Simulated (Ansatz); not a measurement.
## La on Pt(111): change of the work function

Aim: the work function of Pt(111) at several coverages of La (fcc site), and the dipole that each adsorbate carries.

Calculated with Ansatz 0.2.0; plane-wave DFT, PBE, Ansatz PAW.

The raw output is cut from this account; settings, times and results stay.

### Step 1. The starting structure

The cell holds 4 atoms: 4 Pt. Its edges and angles: a = 2.772 Å, b = 2.772 Å, c = 24.790 Å, α = 90.0°, β = 90.0°, γ = 60.0°. Vacuum lies along c.

### Step 2. The clean slab

The bare slab comes first, as the zero from which every change is counted. The two lowest layers are held at bulk places and the upper ones relax. The dipole correction removes the false field that a one-sided slab makes across the periodic vacuum, so each face gets a flat vacuum level of its own.

Contents of input.yaml:

```yaml
crystal:
  lattice:
    - [2.7718585823, 0.0, 0.0]
    - [1.3859292911, 2.4004999479, 0.0]
    - [0.0, 0.0, 24.7896391657]
  atoms:
    - { symbol: Pt, position: [0.0, 0.0, 0.3630549013] }
    - { symbol: Pt, position: [0.3333333333, 0.3333333333, 0.4543516338] }
    - { symbol: Pt, position: [0.6666666667, 0.6666666667, 0.5456483662] }
    - { symbol: Pt, position: [0.0, 0.0, 0.6369450987] }
kpoints:
  mp_grid: { grid: [12, 12, 1] }
hamiltonian:
  xc: pbe
scf:
  occupations: { method: fermi_dirac, width: 0.1 }
  convergence: { dr2_threshold: 1.0e-08 }
efield:
  axis: 3
  dipole_correction: true
  ramp_position: 0.97
  ramp_width: 0.06
relax:
  f_tol: 0.02
  max_steps: 60
  constraints: [{ sites: [0, 1] }]
output:
  write_potential: true
  write_density: true
  volumetric_format: npy
```

Started as:

```bash
ansatz run input.yaml --threads 4 --pin off --max-ram 16384MiB --backend cpu --events-out ev --progress --plain --runs-dir out
```

Elapsed: 18 s, on 4 threads of Arm Neoverse V1, shared host; peak memory 0.46 GiB.

Relaxation path:

| step | energy less that of the first step (eV) | largest force component (eV/Å) |
| --- | --- | --- |
| 1 | 0.0000 | 0.4882 |
| 2 | -0.0114 | 0.3306 |
| 3 | -0.0224 | 0.0711 |
| 4 | -0.0228 | 0.0003 |

Forces are held to the 6 operations that the program found; a distortion that breaks them can't arise in this run.

The atoms that moved most (Å):

| atom | dx | dy | dz | length |
| --- | --- | --- | --- | --- |
| Pt4 | 0.000 | 0.000 | 0.116 | 0.116 |
| Pt3 | 0.000 | 0.000 | 0.044 | 0.044 |

Final coordinates:

```xyz
4
Lattice="2.7719 0.0000 0.0000 1.3859 2.4005 0.0000 0.0000 0.0000 24.7896" Properties=species:S:1:pos:R:3
Pt    0.0000    0.0000    9.0000
Pt    1.3859    0.8002   11.2632
Pt    2.7719    1.6003   13.5700
Pt    0.0000    0.0000   15.9055
```

Read from the output:

| Item | Value |
| --- | --- |
| energy at zero smearing | -50090.8990 eV |
| work function, upper face | 5.703 eV |
| work function, lower face | 5.672 eV |
| dipole along the normal | -0.001156 e·Å |
| step between the vacuum levels | 0.03145 eV |

Running mean over 2.263 Å of the planar mean; the ramp of the sawtooth is left out. Table of electron's electrostatic potential energy less the Fermi level by z:

| z (Å) | electron's electrostatic potential energy less the Fermi level (eV) |
| --- | --- |
| 4 | 5.67 |
| 5 | 5.67 |
| 6 | 5.61 |
| 7 | 4.60 |
| 8 | -4.97 |
| 9 | -11.6 |
| 10 | -12.1 |
| 11 | -12.2 |
| 12 | -11.8 |
| 13 | -11.9 |
| 14 | -11.8 |
| 15 | -11.2 |
| 16 | -11.3 |
| 17 | -3.69 |
| 18 | 4.90 |
| 19 | 5.66 |
| 20 | 5.70 |
| 21 | 5.70 |

The relaxation took 4 steps and lowered the energy by 0.023 eV; the largest force on the free atoms ends at 3.5e-4 eV/Å.

The work function of the upper face is 5.70 eV.

### Step 3. Adsorbate added, k-mesh 4×4×1, coverage 0.111 ML

System of this step: La/Pt(111). The cell holds 37 atoms: 36 Pt and 1 La. Cell: a = 8.316 Å, b = 8.316 Å, c = 28.055 Å, α = 90.0°, β = 90.0°, γ = 60.0°. Vacuum lies along c.

The clean slab as it ended is repeated in the plane and the adsorbate is set on one face; the cell's size fixes the coverage, and the k-mesh shrinks with it to keep the sampling density about even. Adsorbate and upper layers relax, since the dipole depends on the height.

Contents of input.yaml:

```yaml
crystal:
  lattice:
    - [8.3155757468, 1.0e-10, 0.0]
    - [4.1577878733, 7.2014998438, 0.0]
    - [0.0, 0.0, 28.0551467271]
  atoms:
    - { symbol: Pt, position: [0.0, 0.0, 0.3207967539] }
    - { symbol: Pt, position: [0.1111111111, 0.1111111111, 0.4014669096] }
    - { symbol: Pt, position: [0.2222222222, 0.2222222222, 0.4836892383] }
    - { symbol: Pt, position: [0.0, 0.0, 0.566936741] }
    - { symbol: Pt, position: [0.0, 0.3333333333, 0.3207967539] }
    - { symbol: Pt, position: [0.1111111111, 0.4444444444, 0.4014669096] }
    - { symbol: Pt, position: [0.2222222222, 0.5555555556, 0.4836892383] }
    - { symbol: Pt, position: [0.0, 0.3333333333, 0.566936741] }
    - { symbol: Pt, position: [0.0, 0.6666666667, 0.3207967539] }
    - { symbol: Pt, position: [0.1111111111, 0.7777777778, 0.4014669096] }
    - { symbol: Pt, position: [0.2222222222, 0.8888888889, 0.4836892383] }
    - { symbol: Pt, position: [0.0, 0.6666666667, 0.566936741] }
    - { symbol: Pt, position: [0.3333333333, 0.0, 0.3207967539] }
    - { symbol: Pt, position: [0.4444444444, 0.1111111111, 0.4014669096] }
    - { symbol: Pt, position: [0.5555555556, 0.2222222222, 0.4836892383] }
    - { symbol: Pt, position: [0.3333333333, 0.0, 0.566936741] }
    - { symbol: Pt, position: [0.3333333333, 0.3333333333, 0.3207967539] }
    - { symbol: Pt, position: [0.4444444444, 0.4444444444, 0.4014669096] }
    - { symbol: Pt, position: [0.5555555556, 0.5555555556, 0.4836892383] }
    - { symbol: Pt, position: [0.3333333333, 0.3333333333, 0.566936741] }
    - { symbol: Pt, position: [0.3333333333, 0.6666666667, 0.3207967539] }
    - { symbol: Pt, position: [0.4444444444, 0.7777777778, 0.4014669096] }
    - { symbol: Pt, position: [0.5555555556, 0.8888888889, 0.4836892383] }
    - { symbol: Pt, position: [0.3333333333, 0.6666666667, 0.566936741] }
    - { symbol: Pt, position: [0.6666666667, 0.0, 0.3207967539] }
    - { symbol: Pt, position: [0.7777777778, 0.1111111111, 0.4014669096] }
    - { symbol: Pt, position: [0.8888888889, 0.2222222222, 0.4836892383] }
    - { symbol: Pt, position: [0.6666666667, 0.0, 0.566936741] }
    - { symbol: Pt, position: [0.6666666667, 0.3333333333, 0.3207967539] }
    - { symbol: Pt, position: [0.7777777778, 0.4444444444, 0.4014669096] }
    - { symbol: Pt, position: [0.8888888889, 0.5555555556, 0.4836892383] }
    - { symbol: Pt, position: [0.6666666667, 0.3333333333, 0.566936741] }
    - { symbol: Pt, position: [0.6666666667, 0.6666666667, 0.3207967539] }
    - { symbol: Pt, position: [0.7777777778, 0.7777777778, 0.4014669096] }
    - { symbol: Pt, position: [0.8888888889, 0.8888888889, 0.4836892383] }
    - { symbol: Pt, position: [0.6666666667, 0.6666666667, 0.566936741] }
    - { symbol: La, position: [0.1111111111, 0.1111111111, 0.6792032461] }
kpoints:
  mp_grid: { grid: [4, 4, 1] }
hamiltonian:
  xc: pbe
scf:
  occupations: { method: fermi_dirac, width: 0.1 }
  convergence: { dr2_threshold: 1.0e-08 }
efield:
  axis: 3
  dipole_correction: true
  ramp_position: 0.97
  ramp_width: 0.06
relax:
  f_tol: 0.02
  max_steps: 60
  constraints:
    - { sites: [0, 1, 4, 5, 8, 9, 12, 13, 16, 17, 20, 21, 24, 25, 28, 29, 32, 33] }
output:
  write_potential: true
  write_density: true
  volumetric_format: npy
```

Run time: 26 min. Hardware: 4 threads; peak memory 11 GiB; 77 min of CPU time.

Relaxation path:

| step | energy less that of the first step (eV) | largest force component (eV/Å) |
| --- | --- | --- |
| 1 | 0.0000 | 3.7170 |
| 2 | -0.9333 | 4.0806 |
| 3 | -1.9071 | 4.0487 |
| 4 | -2.7357 | 3.1232 |
| 5 | -3.1865 | 0.6421 |
| 6 | -3.2357 | 0.3337 |
| 7 | -3.2802 | 0.0750 |
| 8 | -3.2812 | 0.0298 |
| 9 | -3.2812 | 0.0018 |

The run keeps the 6 symmetry operations that the program found, so distortions that break them were not tested.

The atoms that moved most (Å):

| atom | dx | dy | dz | length |
| --- | --- | --- | --- | --- |
| La37 | 0.000 | 0.000 | -0.936 | 0.936 |
| Pt4 | -0.043 | -0.025 | 0.079 | 0.093 |
| Pt16 | 0.043 | -0.025 | 0.079 | 0.093 |
| Pt8 | 0.000 | 0.050 | 0.079 | 0.093 |
| Pt24 | 0.000 | -0.010 | 0.055 | 0.056 |
| Pt20 | 0.008 | 0.005 | 0.055 | 0.056 |
| Pt32 | -0.008 | 0.005 | 0.055 | 0.056 |
| Pt36 | 0.003 | 0.001 | 0.030 | 0.030 |

The relaxed structure:

```cif
data_structure
_symmetry_space_group_name_H-M 'P 1'
_symmetry_Int_Tables_number 1
_cell_length_a 8.3156
_cell_length_b 8.3156
_cell_length_c 28.0551
_cell_angle_alpha 90.000
_cell_angle_beta 90.000
_cell_angle_gamma 60.000
_cell_volume 1680.07
loop_
_atom_site_label
_atom_site_type_symbol
_atom_site_fract_x
_atom_site_fract_y
_atom_site_fract_z
_atom_site_occupancy
Pt1 Pt 0.00000 0.00000 0.32080 1
Pt2 Pt 0.11111 0.11111 0.40147 1
Pt3 Pt 0.22214 0.22214 0.48453 1
Pt4 Pt 0.99656 0.99656 0.56974 1
Pt5 Pt 0.00000 0.33333 0.32080 1
Pt6 Pt 0.11111 0.44444 0.40147 1
Pt7 Pt 0.22262 0.55536 0.48442 1
Pt8 Pt 0.99656 0.34021 0.56974 1
Pt9 Pt 0.00000 0.66667 0.32080 1
Pt10 Pt 0.11111 0.77778 0.40147 1
Pt11 Pt 0.22214 0.88906 0.48453 1
Pt12 Pt 0.99959 0.66687 0.56800 1
Pt13 Pt 0.33333 0.00000 0.32080 1
Pt14 Pt 0.44444 0.11111 0.40147 1
Pt15 Pt 0.55536 0.22262 0.48442 1
Pt16 Pt 0.34021 0.99656 0.56974 1
Pt17 Pt 0.33333 0.33333 0.32080 1
Pt18 Pt 0.44444 0.44444 0.40147 1
Pt19 Pt 0.55536 0.55536 0.48442 1
Pt20 Pt 0.33401 0.33401 0.56891 1
Pt21 Pt 0.33333 0.66667 0.32080 1
Pt22 Pt 0.44444 0.77778 0.40147 1
Pt23 Pt 0.55601 0.88866 0.48354 1
Pt24 Pt 0.33401 0.66532 0.56891 1
Pt25 Pt 0.66667 0.00000 0.32080 1
Pt26 Pt 0.77778 0.11111 0.40147 1
Pt27 Pt 0.88906 0.22214 0.48453 1
Pt28 Pt 0.66687 0.99959 0.56800 1
Pt29 Pt 0.66667 0.33333 0.32080 1
Pt30 Pt 0.77778 0.44444 0.40147 1
Pt31 Pt 0.88866 0.55601 0.48354 1
Pt32 Pt 0.66532 0.33401 0.56891 1
Pt33 Pt 0.66667 0.66667 0.32080 1
Pt34 Pt 0.77778 0.77778 0.40147 1
Pt35 Pt 0.88866 0.88866 0.48354 1
Pt36 Pt 0.66687 0.66687 0.56800 1
La37 La 0.11111 0.11111 0.64584 1
```

Read from the output:

- energy at zero smearing: -457071.4802 eV
- work function, upper face: 2.569 eV
- work function, lower face: 5.653 eV
- dipole along the normal: 1.021 e·Å
- step between the vacuum levels: -3.084 eV

Running mean over 2.263 Å of the planar mean; the ramp of the sawtooth is left out. Electron's electrostatic potential energy less the Fermi level against z:

| z (Å) | electron's electrostatic potential energy less the Fermi level (eV) |
| --- | --- |
| 4 | 5.65 |
| 5 | 5.65 |
| 6 | 5.59 |
| 7 | 4.59 |
| 8 | -4.98 |
| 9 | -11.6 |
| 10 | -12.1 |
| 11 | -12.2 |
| 12 | -11.7 |
| 13 | -11.8 |
| 14 | -11.7 |
| 15 | -10.7 |
| 16 | -11.6 |
| 17 | -6.06 |
| 18 | 1.13 |
| 19 | 1.55 |
| 20 | 2.33 |
| 21 | 2.54 |
| 22 | 2.57 |
| 23 | 2.57 |
| 24 | 2.57 |

The relaxation took 9 steps and lowered the energy by 3.3 eV; the largest force on the free atoms ends at 0.0018 eV/Å.

The covered face has 2.57 eV, -3.13 eV against the clean one; the bare back face has moved by -0.02 eV, a measure of how thin the slab is.

[end of part 1 of 2]

[Long decimals in the printed logs are rounded to 6 places.]

[Logs are printed without paths, hosts, clocks, repeated set-up lines and the standing remarks that a program may print on its own settings, such as how far it seeks lower states.]

[Hosts, paths, dates, database ids (printed as entryN), source tags and the programs' standing remarks are cut or masked in the printed files.]

[Maps of the electrostatic potential energy from Ansatz leave out the sawtooth potential of an applied field or a dipole correction, so their vacuum need not be flat; planar profiles and work functions include it.]
